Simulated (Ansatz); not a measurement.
## How Nb(110) screens a field

Aim: image plane and induced charge of Nb(110).

Method: plane-wave DFT, LDA, Ansatz PAW, in Ansatz 0.2.0.

### Step 1. Starting point

The cell holds 7 atoms: 7 Nb. Cell: a = 2.858 Å, b = 2.858 Å, c = 32.001 Å, α = 90.0°, β = 90.0°, γ = 70.5°. Vacuum lies along c.

### Step 2. Single point, field 0

A sawtooth potential applies the field, turning back in the middle of the vacuum. With the dipole correction the typed value is the field outside the slab. The induced dipole is small, so the SCF threshold is tight.

Contents of input.yaml:

```yaml
crystal:
  lattice:
    - [2.3334523779, -1.65, 0.0]
    - [2.3334523779, 1.65, 0.0]
    - [0.0, 0.0, 32.0007142675]
  atoms:
    - { symbol: Nb, position: [0.0, 0.0, 0.2812437224] }
    - { symbol: Nb, position: [0.5, 0.5, 0.3541624816] }
    - { symbol: Nb, position: [0.0, 0.0, 0.4270812408] }
    - { symbol: Nb, position: [0.5, 0.5, 0.5] }
    - { symbol: Nb, position: [0.0, 0.0, 0.5729187592] }
    - { symbol: Nb, position: [0.5, 0.5, 0.6458375184] }
    - { symbol: Nb, position: [0.0, 0.0, 0.7187562776] }
kpoints:
  mp_grid: { grid: [18, 18, 1] }
hamiltonian:
  xc: lda
scf:
  occupations: { method: fermi_dirac, width: 0.1 }
  convergence: { dr2_threshold: 1.0e-10 }
efield:
  axis: 3
  dipole_correction: true
  ramp_position: 0.97
  ramp_width: 0.06
  amplitude: 0
output:
  forces: true
  write_potential: true
  write_density: true
  volumetric_format: npy
```

On the command line:

```bash
ansatz run input.yaml --threads 2 --pin off --max-ram 3072MiB --backend cpu --events-out ev --progress --plain --runs-dir out
```

Numbers of over 12 decimals in the logs are rounded to 6 here.

Output:

```text
Engine: ansatz 0.2.0, aarch64-unknown-linux-gnu
Pseudopotentials: kind: paw
Pseudopotential: Nb, paw, valence charge 13, recommended cutoff 420 eV (normal), Nb.paw.azcp
Functional definition: SPW92
  exchange = slater_x
  correlation = pw_c
Crystal: 7 atoms, lattice volume = 246.418 Å³
Basis set: ecut = 420 eV, 4833 PW (Γ)
Bands: 55, of which v1, the nominal top of the filled ones, is band 46 counted from 1 (45 counted from 0)
Symmetry: 4 space group operations
k-points: 91 of 324
Non-local potential: Nb, projectors of the file, l = 0: 3, l = 1: 2, l = 2: 2, l = 3: 1
PAW form: soft (Blöchl's): semilocal exchange-correlation on the pseudo side does not see the compensation charge
PAW frozen core: Nb, regenerated for the run's functional, and the local potential with it (the file was generated under x = pbe(κ = 0.804, μ = 0.219515), c = pbe(β = 0.066725))
PAW one-centre angular grid: Nb, 590 points (default); XC on 64 Gauss nodes
Initial density: superposition of atomic densities (neutral atoms: chi_scale 0, normalization atom), corrected by the library's trained network
Initial wavefunctions: pseudopotential atomic-orbital guess
Functional: x = slater, c = lda
SCF iter   1: F=—  HF=-31096.182022 eV  |F-HF|=—  |Δ(HF+E_count)|=         —  Δρ=1.82e-2  dr2=3.85e1  ethr=1.77e-3  p=0.000 e·Å  D=1.68e-13 V/Å  ΔV_dip=-0.00 eV  dr2_dipole=1.93e-7  V_vac-E_F(+/−)=5.36/5.36 eV  ⟨swp⟩=8.5  Hψ=24016  notcnv=0
efield: sawtooth ramp at fractional position 0.9700 (set: `efield.ramp_position`, or a place that a band, a saddle search or an elastic batch's reference lends), width 0.0600; the density the first Hamiltonian is built on has a dipole p = 0.000 e·Å; the dipole correction subtracts the counter field D = 1.68e-13 V/Å, which shifts the + side's vacuum level by -0.00 eV against the − side's; the planar-averaged density in the ramp window peaks in size at 4.3e-6 e/Å³
preconditioner: auto → LDOS  [metal: Δε(μ)=0.002 eV  Ē_g=3.428 eV  σ=0.100 eV  W_gap=0.01  n_scr=22 (ndim 8)  ℏωp=14.0 eV  f_vac=0.439  D(μ)=9.08/eV (n_scr^D=70)  β→1.0]
SCF iter   2: F=—  HF=-31095.761349 eV  |F-HF|=—  |Δ(HF+E_count)|=   4.21e-1  Δρ=2.63e-3  dr2=2.75e-2  ethr=1.77e-3  p=-0.000 e·Å  D=-1.90e-5 V/Å  ΔV_dip=0.00 eV  dr2_dipole=2.35e-7  V_vac-E_F(+/−)=4.81/4.81 eV  ⟨swp⟩=3.1  Hψ=6487  notcnv=0  defer=2
SCF iter   3: F=—  HF=-31095.761254 eV  |F-HF|=—  |Δ(HF+E_count)|=   9.52e-5  Δρ=1.09e-3  dr2=1.17e-2  ethr=3.02e-5  p=-0.000 e·Å  D=-3.55e-6 V/Å  ΔV_dip=0.00 eV  dr2_dipole=2.83e-9  V_vac-E_F(+/−)=4.82/4.82 eV  ⟨swp⟩=2.1  Hψ=8680  notcnv=0  defer=2
SCF iter   4: F=—  HF=-31095.760224 eV  |F-HF|=—  |Δ(HF+E_count)|=   1.03e-3  Δρ=2.22e-4  dr2=5.91e-4  ethr=1.28e-5  p=-0.000 e·Å  D=-1.67e-6 V/Å  ΔV_dip=0.00 eV  dr2_dipole=2.94e-10  V_vac-E_F(+/−)=4.80/4.80 eV  ⟨swp⟩=2.3  Hψ=7405  notcnv=0  defer=2
SCF iter   5: F=—  HF=-31095.760242 eV  |F-HF|=—  |Δ(HF+E_count)|=   1.73e-5  Δρ=7.28e-5  dr2=3.97e-5  ethr=6.49e-7  p=-0.000 e·Å  D=-9.13e-7 V/Å  ΔV_dip=0.00 eV  dr2_dipole=7.67e-12  V_vac-E_F(+/−)=4.79/4.79 eV  ⟨swp⟩=2.1  Hψ=6796  notcnv=0  defer=2
SCF iter   6: F=—  HF=-31095.760246 eV  |F-HF|=—  |Δ(HF+E_count)|=   4.43e-6  Δρ=2.35e-5  dr2=2.15e-6  ethr=4.37e-8  p=-0.000 e·Å  D=-4.88e-7 V/Å  ΔV_dip=0.00 eV  dr2_dipole=6.23e-12  V_vac-E_F(+/−)=4.79/4.79 eV  ⟨swp⟩=2.5  Hψ=8085  notcnv=0  defer=2
SCF iter   7: F=—  HF=-31095.760212 eV  |F-HF|=—  |Δ(HF+E_count)|=   3.37e-5  Δρ=8.41e-6  dr2=1.80e-7  ethr=2.37e-9  p=-0.000 e·Å  D=-1.87e-7 V/Å  ΔV_dip=0.00 eV  dr2_dipole=1.19e-12  V_vac-E_F(+/−)=4.79/4.79 eV  ⟨swp⟩=2.8  Hψ=9308  notcnv=0  defer=2
SCF iter   8: F=—  HF=-31095.760212 eV  |F-HF|=—  |Δ(HF+E_count)|=   5.37e-8  Δρ=2.41e-6  dr2=2.18e-8  ethr=1.97e-10  p=-0.000 e·Å  D=-6.60e-8 V/Å  ΔV_dip=0.00 eV  dr2_dipole=6.42e-13  V_vac-E_F(+/−)=4.79/4.79 eV  ⟨swp⟩=2.3  Hψ=8080  notcnv=0  defer=2
SCF iter   9: F=—  HF=-31095.760212 eV  |F-HF|=—  |Δ(HF+E_count)|=   5.73e-9  Δρ=6.85e-7  dr2=2.20e-9  ethr=2.40e-11  p=-0.000 e·Å  D=-2.15e-8 V/Å  ΔV_dip=0.00 eV  dr2_dipole=5.33e-13  V_vac-E_F(+/−)=4.79/4.79 eV  ⟨swp⟩=2.5  Hψ=8262  notcnv=0  defer=2
SCF iter  10: F=—  HF=-31095.760212 eV  |F-HF|=—  |Δ(HF+E_count)|=  5.38e-10  Δρ=2.62e-7  dr2=3.83e-10  ethr=2.42e-12  p=-0.000 e·Å  D=-6.09e-9 V/Å  ΔV_dip=0.00 eV  dr2_dipole=2.34e-14  V_vac-E_F(+/−)=4.79/4.79 eV  ⟨swp⟩=2.8  Hψ=10116  notcnv=0  defer=2
SCF iter  11: F=-31095.760212 eV  HF=-31095.760212 eV  |F-HF|=1.24e-10  |Δ(HF+E_count)|=  7.64e-11  Δρ=4.35e-8  dr2=5.02e-12  ethr=1.00e-12  p=-0.000 e·Å  D=-1.46e-9 V/Å  ΔV_dip=0.00 eV  dr2_dipole=1.05e-14  V_vac-E_F(+/−)=4.79/4.79 eV  ⟨swp⟩=11.6  Hψ=28224  notcnv=0
SCF 1 converged in 11 iterations: F = -31095.760212 eV  dr2 = 5.02e-12
  greatest PAW one-centre occupation: 0.997 electrons in one spin orbital (limit 2), on the Nb atom at site 1 (counted from 0), in its partial waves of l = 0
WARN: The output density's exchange-correlation potential varies sharply where the density is thin. Do not read a vacuum level from v_tot or v_xc, or from such a field of the output density. On a cell that repeats whose density bears no net charge and no dipole along the vacuum's axis use v_es (v_loc + v_h of the components); under efield.dipole_correction with no amplitude use v_es + v_field, which holds any externa [...]
SCF converged after 11 iterations
Free energy (F): -31095.760212 eV
Harris-Foulkes:  -31095.760212 eV  (|F-HF|=1.24e-10)
Internal energy: -31095.434459 eV  (E = F + TS)
E sigma→0 (E₀):  -31095.597336 eV
Entropy (-TS):   -0.325753 eV (-46.536 meV/atom)
Fermi energy:    6.755364 eV
Dipole field:    D = 0.000000 V/Å  (p = 0.000000 e·Å, saw-weighted, corrected)
Work function:   Φ+ = 4.7914 eV   Φ− = 4.7914 eV
Levels:          The Fermi level and band energies are counted from a zero that moves with the ramp; work functions are not
--- Per-component energies (eV) ---
  E_band       = -1475.442671
  E_kinetic    = 2760.754562
  E_local      = -130930.872675  (includes V_loc(G=0)·N_el)
  E_nonlocal   = 874.007412
  E_hartree    = 64040.730732
  E_xc         = -1216.591021
  E_vxc        = -1482.670636  (∫ρ·V_xc dr)
  E_paw        = -20756.550580  (= ΣΔE_a)
  E_vpaw       = -778.122737  (= ΣTr[D̂ρ^β])
  E_aug_tail   = 0.000040  (compensation charges beyond the density's cutoff)
  E_efield     = 0.000000  (sawtooth field / dipole correction)
  E_vefield    = 0.000000  (∫n·V_field dr)
  E_ewald      = 54130.107210
  E_core_change = 2.979860  (= ΣΔE_core)
  E_smearing   = -0.325753  (= −TS)
  E_closure    = 0.000000  (closes the sum)
  Σ components = -31095.760212   (vs F -31095.760212, Δ=0.00e0)
--- Forces (eV/Å), atoms counted from 1 ---
  atom   1  Nb     0.00000000     0.00000000     0.79346440
  atom   2  Nb     0.00000000    -0.00000000    -0.39712224
  atom   3  Nb     0.00000000     0.00000000     0.02194043
  atom   4  Nb     0.00000000    -0.00000000    -0.00000000
  atom   5  Nb     0.00000000    -0.00000000    -0.02194038
  atom   6  Nb     0.00000000     0.00000000     0.39712212
  atom   7  Nb     0.00000000    -0.00000000    -0.79346435
  max |Σ_I F_I| component: 1.06e-8 eV/Å
--- Band table (eV; the first three rows and the last of 91) ---
  k-point 0: bands = [... 42 lower, 6.6587, 6.7833, 6.8813, 6.9702, 7.0403, 7.2292, 7.2587, 7.6676, ... 5 higher]
  k-point 1: bands = [... 42 lower, 6.6617, 6.6718, 6.8178, 6.9461, 7.0680, 7.1234, 7.2572, 7.7480, ... 5 higher]
  k-point 2: bands = [... 42 lower, 6.4309, 6.5622, 6.7751, 6.8052, 6.8146, 7.2569, 7.3485, 7.4278, ... 5 higher]
  k-point 90: bands = [... 42 lower, 6.5122, 7.4197, 7.6045, 8.4521, 8.4876, 8.8888, 8.9256, 9.0076, ... 5 higher]
```

Elapsed: 69 s, on 2 threads of Arm Neoverse V2, shared host; peak memory 0.97 GiB; 2.3 min of CPU time.

This step gave:

```yaml
energy_at_zero_smearing: -31095.5973 eV
work_function_upper_face: 4.791 eV
dipole_along_the_normal: 1.67e-7 e·Å
```

Running mean over 2.333 Å of the planar mean; the ramp of the sawtooth is left out. The electron's electrostatic potential energy less the Fermi level by z:

```csv
z (Å),electron's electrostatic potential energy less the Fermi level (eV)
4,4.79
5,4.77
6,4.60
7,3.05
8,-5.67
9,-10.9
10,-10.8
11,-10.7
12,-10.8
13,-10.7
14,-10.7
15,-10.7
16,-10.7
17,-10.7
18,-10.7
19,-10.7
20,-10.8
21,-10.7
22,-10.8
23,-10.9
24,-5.68
25,3.05
26,4.60
27,4.77
28,4.79
```

Force by atom:

```csv
atom,x (eV/Å),y (eV/Å),z (eV/Å),size
Nb1,0.000,0.000,0.793,0.793
Nb2,0.000,0.000,-0.397,0.397
Nb3,0.000,0.000,0.022,0.022
Nb4,0.000,0.000,0.000,0.000
Nb5,0.000,0.000,-0.022,0.022
Nb6,0.000,0.000,0.397,0.397
Nb7,0.000,0.000,-0.793,0.793
```

The work function of the upper face is 4.79 eV.

### Step 3. Atoms held, field 0.05 V/Å

Changes to input.yaml since step 2:

```diff
@@ -25,3 +25,3 @@
   ramp_width: 0.06
-  amplitude: 0
+  amplitude: 0.05
 output:
```

Output:

```text
[...]
Crystal: 7 atoms, lattice volume = 246.418 Å³
Basis set: ecut = 420 eV, 4833 PW (Γ)
Bands: 55, of which v1, the nominal top of the filled ones, is band 46 counted from 1 (45 counted from 0)
Symmetry: 4 space group operations
k-points: 91 of 324
[...]
k-point 0: bands = [... 42 lower, 6.6586, 6.7831, 6.8812, 6.9700, 7.0402, 7.2290, 7.2585, 7.6675, ... 5 higher]
  k-point 1: bands = [... 42 lower, 6.6615, 6.6717, 6.8177, 6.9459, 7.0679, 7.1232, 7.2570, 7.7479, ... 5 higher]
  k-point 2: bands = [... 42 lower, 6.4308, 6.5621, 6.7749, 6.8050, 6.8145, 7.2568, 7.3483, 7.4277, ... 5 higher]
  k-point 90: bands = [... 42 lower, 6.5121, 7.4195, 7.6043, 8.4519, 8.4875, 8.8887, 8.9255, 9.0074, ... 5 higher]
[key lines of the parts left out:]
SCF converged after 13 iterations
Free energy (F): -31095.761184 eV
Fermi energy:    6.755221 eV
Dipole field:    D = 0.028546 V/Å  (p = 0.038874 e·Å, saw-weighted, corrected)
```

It took 85 s on 2 threads; peak memory 0.96 GiB; 2.8 min of CPU time.

The dipole is 0.0389 e·Å.

### Step 4. Single point, field -0.05 V/Å

Changes to input.yaml since step 3:

```diff
@@ -25,3 +25,3 @@
   ramp_width: 0.06
-  amplitude: 0.05
+  amplitude: -0.05
 output:
```

Output:

```text
[...]
Crystal: 7 atoms, lattice volume = 246.418 Å³
Basis set: ecut = 420 eV, 4833 PW (Γ)
Bands: 55, of which v1, the nominal top of the filled ones, is band 46 counted from 1 (45 counted from 0)
Symmetry: 4 space group operations
k-points: 91 of 324
[...]
k-point 0: bands = [... 42 lower, 6.6586, 6.7831, 6.8812, 6.9700, 7.0402, 7.2290, 7.2585, 7.6675, ... 5 higher]
  k-point 1: bands = [... 42 lower, 6.6615, 6.6717, 6.8177, 6.9459, 7.0679, 7.1232, 7.2570, 7.7479, ... 5 higher]
  k-point 2: bands = [... 42 lower, 6.4308, 6.5621, 6.7749, 6.8050, 6.8145, 7.2568, 7.3483, 7.4277, ... 5 higher]
  k-point 90: bands = [... 42 lower, 6.5121, 7.4195, 7.6043, 8.4519, 8.4875, 8.8887, 8.9255, 9.0074, ... 5 higher]
[key lines of the parts left out:]
SCF converged after 13 iterations
Free energy (F): -31095.761184 eV
Fermi energy:    6.755221 eV
Dipole field:    D = -0.028546 V/Å  (p = -0.038874 e·Å, saw-weighted, corrected)
```

Run time: 85 s. Hardware: 2 threads; peak memory 0.96 GiB; 2.8 min of CPU time.

The dipole is -0.0389 e·Å.

### Step 5. Single point, field 0.1 V/Å

Changes to input.yaml since step 4:

```diff
@@ -25,3 +25,3 @@
   ramp_width: 0.06
-  amplitude: -0.05
+  amplitude: 0.1
 output:
```

Output:

```text
[...]
Crystal: 7 atoms, lattice volume = 246.418 Å³
Basis set: ecut = 420 eV, 4833 PW (Γ)
Bands: 55, of which v1, the nominal top of the filled ones, is band 46 counted from 1 (45 counted from 0)
Symmetry: 4 space group operations
k-points: 91 of 324
[...]
k-point 0: bands = [... 42 lower, 6.6581, 6.7827, 6.8808, 6.9696, 7.0398, 7.2286, 7.2581, 7.6670, ... 5 higher]
  k-point 1: bands = [... 42 lower, 6.6611, 6.6712, 6.8173, 6.9455, 7.0674, 7.1228, 7.2566, 7.7474, ... 5 higher]
  k-point 2: bands = [... 42 lower, 6.4303, 6.5617, 6.7745, 6.8045, 6.8141, 7.2563, 7.3477, 7.4275, ... 5 higher]
  k-point 90: bands = [... 42 lower, 6.5116, 7.4191, 7.6039, 8.4515, 8.4871, 8.8882, 8.9250, 9.0070, ... 5 higher]
[key lines of the parts left out:]
SCF converged after 13 iterations
Free energy (F): -31095.764100 eV
Fermi energy:    6.754786 eV
Dipole field:    D = 0.057094 V/Å  (p = 0.077750 e·Å, saw-weighted, corrected)
```

Elapsed: 85 s, on 2 threads; peak memory 0.96 GiB.

The dipole is 0.0778 e·Å.

### Step 6. Single point, field -0.1 V/Å

Changes to input.yaml since step 5:

```diff
@@ -25,3 +25,3 @@
   ramp_width: 0.06
-  amplitude: 0.1
+  amplitude: -0.1
 output:
```

Output:

```text
[...]
Crystal: 7 atoms, lattice volume = 246.418 Å³
Basis set: ecut = 420 eV, 4833 PW (Γ)
Bands: 55, of which v1, the nominal top of the filled ones, is band 46 counted from 1 (45 counted from 0)
Symmetry: 4 space group operations
k-points: 91 of 324
[...]
k-point 0: bands = [... 42 lower, 6.6581, 6.7827, 6.8808, 6.9696, 7.0398, 7.2286, 7.2581, 7.6670, ... 5 higher]
  k-point 1: bands = [... 42 lower, 6.6611, 6.6712, 6.8173, 6.9455, 7.0674, 7.1228, 7.2566, 7.7474, ... 5 higher]
  k-point 2: bands = [... 42 lower, 6.4303, 6.5617, 6.7745, 6.8045, 6.8141, 7.2563, 7.3477, 7.4275, ... 5 higher]
  k-point 90: bands = [... 42 lower, 6.5116, 7.4191, 7.6039, 8.4515, 8.4871, 8.8882, 8.9250, 9.0070, ... 5 higher]
[key lines of the parts left out:]
SCF converged after 13 iterations
Free energy (F): -31095.764100 eV
Fermi energy:    6.754786 eV
Dipole field:    D = -0.057094 V/Å  (p = -0.077750 e·Å, saw-weighted, corrected)
```

Wall time 85 s (2 threads); peak memory 0.96 GiB; 2.8 min of CPU time.

The dipole is -0.0778 e·Å.

### Step 7. Single point, field 0.2 V/Å

Changes to input.yaml since step 6:

```diff
@@ -25,3 +25,3 @@
   ramp_width: 0.06
-  amplitude: -0.1
+  amplitude: 0.2
 output:
```

Output:

```text
[...]
Crystal: 7 atoms, lattice volume = 246.418 Å³
Basis set: ecut = 420 eV, 4833 PW (Γ)
Bands: 55, of which v1, the nominal top of the filled ones, is band 46 counted from 1 (45 counted from 0)
Symmetry: 4 space group operations
k-points: 91 of 324
[...]
k-point 0: bands = [... 42 lower, 6.6564, 6.7809, 6.8791, 6.9679, 7.0380, 7.2269, 7.2563, 7.6653, ... 5 higher]
  k-point 1: bands = [... 42 lower, 6.6593, 6.6695, 6.8156, 6.9438, 7.0656, 7.1211, 7.2548, 7.7457, ... 5 higher]
  k-point 2: bands = [... 42 lower, 6.4286, 6.5599, 6.7727, 6.8023, 6.8128, 7.2545, 7.3452, 7.4264, ... 5 higher]
  k-point 90: bands = [... 42 lower, 6.5098, 7.4174, 7.6021, 8.4496, 8.4854, 8.8865, 8.9232, 9.0053, ... 5 higher]
[key lines of the parts left out:]
SCF converged after 13 iterations
Free energy (F): -31095.775763 eV
Fermi energy:    6.753037 eV
Dipole field:    D = 0.114203 V/Å  (p = 0.155521 e·Å, saw-weighted, corrected)
```

Run time: 86 s. Hardware: 2 threads; peak memory 0.96 GiB; 2.8 min of CPU time.

The dipole is 0.156 e·Å.

### Step 8. Atoms held, field -0.2 V/Å

Changes to input.yaml since step 7:

```diff
@@ -25,3 +25,3 @@
   ramp_width: 0.06
-  amplitude: 0.2
+  amplitude: -0.2
 output:
```

Output:

```text
[...]
Crystal: 7 atoms, lattice volume = 246.418 Å³
Basis set: ecut = 420 eV, 4833 PW (Γ)
Bands: 55, of which v1, the nominal top of the filled ones, is band 46 counted from 1 (45 counted from 0)
Symmetry: 4 space group operations
k-points: 91 of 324
[...]
k-point 0: bands = [... 42 lower, 6.6564, 6.7809, 6.8791, 6.9679, 7.0380, 7.2269, 7.2563, 7.6653, ... 5 higher]
  k-point 1: bands = [... 42 lower, 6.6593, 6.6695, 6.8156, 6.9438, 7.0656, 7.1211, 7.2548, 7.7457, ... 5 higher]
  k-point 2: bands = [... 42 lower, 6.4286, 6.5599, 6.7727, 6.8023, 6.8128, 7.2545, 7.3452, 7.4264, ... 5 higher]
  k-point 90: bands = [... 42 lower, 6.5098, 7.4174, 7.6021, 8.4496, 8.4854, 8.8865, 8.9232, 9.0053, ... 5 higher]
[key lines of the parts left out:]
SCF converged after 13 iterations
Free energy (F): -31095.775763 eV
Fermi energy:    6.753037 eV
Dipole field:    D = -0.114203 V/Å  (p = -0.155520 e·Å, saw-weighted, corrected)
```

It took 87 s on 2 threads; peak memory 0.96 GiB; 2.9 min of CPU time.

The dipole is -0.156 e·Å.

### Step 9. Single point, field 0.4 V/Å

Changes to input.yaml since step 8:

```diff
@@ -25,3 +25,3 @@
   ramp_width: 0.06
-  amplitude: -0.2
+  amplitude: 0.4
 output:
@@ -31 +31,2 @@
   volumetric_format: npy
+  elf: true
```

Output:

```text
[...]
Crystal: 7 atoms, lattice volume = 246.418 Å³
Basis set: ecut = 420 eV, 4833 PW (Γ)
Bands: 55, of which v1, the nominal top of the filled ones, is band 46 counted from 1 (45 counted from 0)
Symmetry: 4 space group operations
k-points: 91 of 324
[...]
k-point 0: bands = [... 42 lower, 6.6492, 6.7737, 6.8721, 6.9607, 7.0309, 7.2197, 7.2487, 7.6581, ... 5 higher]
  k-point 1: bands = [... 42 lower, 6.6522, 6.6623, 6.8086, 6.9366, 7.0581, 7.1140, 7.2477, 7.7385, ... 5 higher]
  k-point 2: bands = [... 42 lower, 6.4214, 6.5529, 6.7656, 6.7937, 6.8069, 7.2472, 7.3354, 7.4219, ... 5 higher]
  k-point 90: bands = [... 42 lower, 6.5026, 7.4103, 7.5949, 8.4423, 8.4785, 8.8795, 8.9160, 8.9981, ... 5 higher]
[key lines of the parts left out:]
SCF converged after 16 iterations
Free energy (F): -31095.822430 eV
Fermi energy:    6.745900 eV
Dipole field:    D = 0.228524 V/Å  (p = 0.311202 e·Å, saw-weighted, corrected)
```

Run time: 1.8 min. Hardware: 2 threads; peak memory 0.96 GiB; 3.6 min of CPU time.

Running mean over 2.333 Å of the planar mean, with the applied field; the ramp of the sawtooth is left out. Electron's electrostatic potential energy less the Fermi level against z:

z (Å), electron's electrostatic potential energy less the Fermi level (eV) and a bar from the least value:
```
        4        3.7 ##########################
        5        4.0 ###########################
        6        4.2 ###########################
        7        2.9 #########################
        8       -5.7 #########
        9      -10.8 
       10      -10.8 
       11      -10.8 
       12      -10.8 
       13      -10.7 
       14      -10.7 
       15      -10.7 
       16      -10.7 
       17      -10.7 
       18      -10.7 
       19      -10.7 
       20      -10.8 
       21      -10.7 
       22      -10.8 
       23      -10.9 
       24       -5.7 #########
       25        3.2 #########################
       26        5.0 ############################
       27        5.5 #############################
       28        6.0 ##############################
```

The dipole is 0.311 e·Å.

(Part 1 of 2 ends here.)

[Logs are printed without paths, hosts, clocks, repeated set-up lines and the standing remarks that a program may print on its own settings, such as how far it seeks lower states.]

[Hosts, paths, dates, database ids (printed as entryN), source tags and the programs' standing remarks are cut or masked in the printed files.]

[Maps of the electrostatic potential energy from Ansatz leave out the sawtooth potential of an applied field or a dipole correction, so their vacuum need not be flat; planar profiles and work functions include it.]
